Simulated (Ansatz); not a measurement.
# ScSI: relaxing a made-up structure, part 2 of 2

This structure for ScSI is made up. Its elements were placed in a known structure type with a cell scaled to their sizes. What cell does the guess relax to, and how far off was it?

Ansatz 0.2.0; DFT, PBE, plane-wave PAW, files of the set soft_1, scalar-relativistic, no spin, cell and ions relaxed at zero pressure; PAW set soft_1 (the session's first sound run).

So far: Starting point; Relaxing cell and atoms. The relaxed cell has a = 4.832, c = 6.832 Å (conventional setting).

**3. Electronic structure of the relaxed cell**

A second self-consistent run takes a narrower smearing and the mesh shown in its input; the bands follow along the standard path of the relaxed lattice.

This step: DFT, PBE, plane-wave PAW, files of the set soft_1, scalar-relativistic, no spin, bands and density of states at the relaxed cell; PAW set soft_1 (Ansatz 0.2.0).

Contents of input.yaml:

```yaml
crystal:
  lattice:
    - [4.8316647708, 0.0, 0.0]
    - [0.0, 4.8316647708, 0.0]
    - [0.0, 0.0, 6.832495491]
  atoms:
    - { symbol: I, position: [0.5, 0.5, 0.0] }
    - { symbol: I, position: [0.0, 0.0, 0.0] }
    - { symbol: Sc, position: [0.5, 0.0, 0.3253575797] }
    - { symbol: Sc, position: [0.0, 0.5, 0.6746424203] }
    - { symbol: S, position: [0.5, 0.5, 0.5] }
    - { symbol: S, position: [0.0, 0.0, 0.5] }
kpoints:
  mp_grid: { grid: [6, 6, 6] }
  band_path:
    path:
      - [[0.0, 0.0, 0.0], [0.0, 0.5, 0.0], [0.5, 0.5, 0.0], [0.0, 0.0, 0.0], [0.0, 0.0, 0.5], [0.0, 0.5, 0.5], [0.5, 0.5, 0.5], [0.0, 0.0, 0.5]]
      - [[0.0, 0.5, 0.0], [0.0, 0.5, 0.5]]
      - [[0.5, 0.5, 0.0], [0.5, 0.5, 0.5]]
    npoints: 8
scf:
  occupations: { method: fermi_dirac, width: 0.03 }
  n_extra_bands: 10
hamiltonian:
  xc: pbe
  pseudopotentials: { kind: paw, azcp: { folder: soft_1 } }
output:
  forces: true
  stress: true
  write_bands: true
  dos: { projected: true }
  write_density: true
  write_potential: true
  elf: true
  volumetric_format: npy
```

The run is started by

```
ansatz run input.yaml --threads 4 --pin off --max-ram 10240MiB --backend cpu --events-out ev --progress --plain --runs-dir out
```

Numbers of over 12 decimals in the logs are rounded to 6 here.

Log:

```text
[...]
Crystal: 6 atoms, lattice volume = 159.505 Å³
Basis set: ecut = 420 eV, 3059 PW (Γ), exchange–correlation on 72×72×96 points (8 copies of the dense FFT grid, shifted against one another)
Bands: 44, of which v1, the nominal top of the filled ones, is band 34 counted from 1 (33 counted from 0)
Symmetry: 16 space group operations
[...]
k-points: 40 of 216
[...]
SCF iter   1: F=—  HF=-21119.439100 eV  |F-HF|=—  |Δ(HF+E_count)|=         —  Δρ=1.52e-1  dr2=1.23e2  ethr=3.10e-3  ⟨swp⟩=7.2  Hψ=7385  notcnv=0
[...]
SCF iter  11: F=-21108.971540 eV  HF=-21108.971540 eV  |F-HF|=9.27e-9  |Δ(HF+E_count)|=   3.39e-8  Δρ=2.53e-6  dr2=1.35e-8  ethr=1.47e-10  ⟨swp⟩=17.4  Hψ=14578  notcnv=0
SCF 1 converged in 11 iterations: F = -21108.971540 eV  dr2 = 1.35e-8
[...]
NSCF: frozen V_eff on 75 k-points
SCF converged after 11 iterations
Free energy (F): -21108.971540 eV
[...]
Internal energy: -21108.969299 eV  (E = F + TS)
E sigma→0 (E₀):  -21108.970420 eV
Entropy (-TS):   -0.002241 eV (-0.374 meV/atom)
Fermi energy:    8.692612 eV
[...]
--- Forces (eV/Å), atoms counted from 1 ---
  atom   1  I      0.00000000     0.00000000    -0.00000000
  atom   2  I      0.00000000     0.00000000     0.00000000
  atom   3  Sc     0.00000000     0.00000000     0.00512976
  atom   4  Sc     0.00000000     0.00000000    -0.00512976
  atom   5  S      0.00000000     0.00000000     0.00000000
  atom   6  S      0.00000000     0.00000000     0.00000000
  max |Σ_I F_I| component: 8.33e-17 eV/Å
--- Stress (GPa, compression-positive) ---
       -0.011814       0.000000       0.000000
        0.000000      -0.011814       0.000000
        0.000000       0.000000       0.017291
  P = ⅓ Tr σ = -0.0021 GPa (-0.021 kbar)
--- Band table (eV; the first three rows and the last of 40) ---
  k-point 0: bands = [... 30 lower, 6.6309, 7.5642, 7.5642, 8.1332, 8.6936, 9.2513, 9.3415, 9.6007, ... 6 higher]
  k-point 1: bands = [... 30 lower, 6.4944, 7.5712, 7.5712, 7.7073, 8.7058, 9.0789, 9.4975, 9.5819, ... 6 higher]
  k-point 2: bands = [... 30 lower, 6.5274, 6.8325, 7.5847, 7.5847, 8.7316, 9.0087, 9.5429, 9.6126, ... 6 higher]
  k-point 39: bands = [... 30 lower, 6.2320, 6.2320, 8.5496, 8.5496, 8.9369, 8.9369, 9.3659, 9.3659, ... 6 higher]
```

It took 3 s on 4 threads of AMD EPYC 9B45 (Zen 5), shared host; peak memory 0.75 GiB; 11 s of CPU time.

Reading the cycles: dr2 is the Hartree energy of the density residual (eV), the measure of convergence; HF is the Harris–Foulkes estimate of the energy, which meets the free energy F at convergence.

This step gave:

```yaml
free_energy: -21108.9715 eV
energy_at_zero_smearing: -21108.9704 eV
smearing_term_ts: 0.002241 eV
fermi_energy: 8.693 eV
gap_by_band_count: 0.003175 eV
pressure: -0.002112 GPa
```

States per cell as run, both spins, in windows of 1 eV, from dos.tsv (zero at the Fermi level):

```csv
from,to,total
-8,-7,0.00
-7,-6,0.03
-6,-5,2.93
-5,-4,7.58
-4,-3,4.03
-3,-2,5.24
-2,-1,3.20
-1,0,0.99
0,1,7.83
1,2,8.96
```

A further 44.0 states lie below the table's range.

ELF in the ac plane at fractional y = 0.000, with atoms of I and Sc and S within 0.2 Å of it. It is the smooth field of the valence electrons, not physical close to the nuclei.

Ten even steps from '_' (0.00) to '@' (0.88), each cell a mean:
```
----**##**..______--####==--
==++####++..______::**##**==
**####**--________..==######
++++==--..__________::--++++
......__________________....
==--::..______________..--==
@@%%##==::________..--**%%@@
%%@@%%##==..______::++%%@@%%
..++@@%%++..______::##@@%%--
__++@@@@==__....__..##@@%%::
++%%@@%%::--++**++::++@@@@##
@@@@@@++::##**++##++::##@@@@
####++::--##--..****..--**##
::::..__::##**==##++......::
------::..==****++::..::----
######**::..........==######
++**%%%%++..______--##%%##**
--==**%%##::____..==%%%%++--
++--++%%##::______==%%##==--
```
Columns run along a (4.8 Å), rows up along c (6.8 Å). Atoms in or near the plane, at fractional coordinates: I at (0.00, 0.00), Sc at (0.50, 0.33), S at (0.00, 0.50).

Valence density in the ac plane at fractional y = 0.000, with atoms of I and Sc and S within 0.2 Å of it. It is the smooth field of the valence electrons, not physical close to the nuclei.

Values in e/Å³, 19 rows by 14 columns, each cell a mean:
```
11  7  2  0  0  0  0  0  0  0  0  1  3 10
 4  2  1  0  0  0  0  0  0  0  0  0  1  3
 1  1  0  0  0  0  0  0  0  0  0  0  0  1
 0  0  0  0  0  0  0  0  0  0  0  0  0  0
 0  0  0  0  0  0  0  0  0  0  0  0  0  0
 0  0  0  0  0  0  0  0  0  0  0  0  0  0
 1  0  0  0  0  0  0  0  0  0  0  0  0  0
 1  1  1  0  0  0  0  0  0  0  0  0  1  1
 1  1  1  0  0  0  0  0  0  0  0  1  1  1
 0  1  1  0  0  0  0  0  0  0  0  1  1  1
 1  1  1  0  0  1  1  2  1  0  0  1  1  1
 1  1  0  0  0  2  5  6  4  1  0  0  1  1
 0  0  0  0  0  3  7  8  6  1  0  0  0  0
 0  0  0  0  0  2  5  6  4  1  0  0  0  0
 0  0  0  0  0  1  2  2  1  0  0  0  0  0
 0  0  0  0  0  0  0  0  0  0  0  0  0  0
 2  1  1  0  0  0  0  0  0  0  0  0  1  1
 8  4  1  0  0  0  0  0  0  0  0  1  2  6
13  9  2  1  0  0  0  0  0  0  0  1  4 12
```
Columns run along a (4.8 Å), rows up along c (6.8 Å). Atoms in or near the plane, at fractional coordinates: I at (0.00, 0.00), Sc at (0.50, 0.33), S at (0.00, 0.50).

Electrostatic potential energy in the ac plane at fractional y = 0.000, with atoms of I and Sc and S within 0.2 Å of it. With pseudopotentials it is smooth inside the atoms' cores, unlike the true potential.

Ten even steps from '0' (-36 eV) to '9' (12 eV), each cell a mean:
```
73279999998515
11589999999731
56899999999975
89999999999999
99999999999999
99999999999999
78999999999998
24799999999862
10589998999730
20489877789721
02688633478841
57887200058886
99986100037999
99986200047999
99998532478999
78898877789987
23789988999852
41389999999613
94179999998417
```
Columns run along a (4.8 Å; values clipped at the 3rd and 97th percentile), rows up along c (6.8 Å). Atoms in or near the plane, at fractional coordinates: I at (0.00, 0.00), Sc at (0.50, 0.33), S at (0.00, 0.50).

**4. Outcome**

```
space group, relaxed : P4/nmm
conventional cell    : a = 4.832, b = 4.832, c = 6.832 Å; α = 90.0°, β = 90.0°, γ = 90.0°
volume per atom      : 26.58 Å³ (guess 34.13)
```

What this shows: ScSI relaxes to P4/nmm with a = 4.832, b = 4.832 and c = 6.832 Å. The guessed volume was 28 % too large. The space group P4/nmm was held in the relaxation, so the end point is a stationary structure within it and may be a saddle against distortions or other arrangements. It has an indirect Kohn–Sham gap of 0.00 eV, which semilocal functionals understate. On the 6×6×6 mesh with the narrower smearing (relaxed on 5×5×4) the largest force component is 0.005 eV/Å and the largest stress component is 0.017 GPa, within the relaxation's thresholds of 0.015 eV/Å and 0.05 GPa. The cutoff wasn't tested. A vector of the cell changed its length by 10 %, more than the volume shows. Spin-orbit coupling is left out, which can matter for elements this heavy. No dispersion term is used, so weakly bound directions may come out too long. Nothing here tests whether the compound is stable against decomposition.

[Logs are printed without paths, hosts, clocks, repeated set-up lines and the standing remarks that a program may print on its own settings, such as how far it seeks lower states.]

[Hosts, paths, dates, database ids (printed as entryN), source tags and the programs' standing remarks are cut or masked in the printed files.]
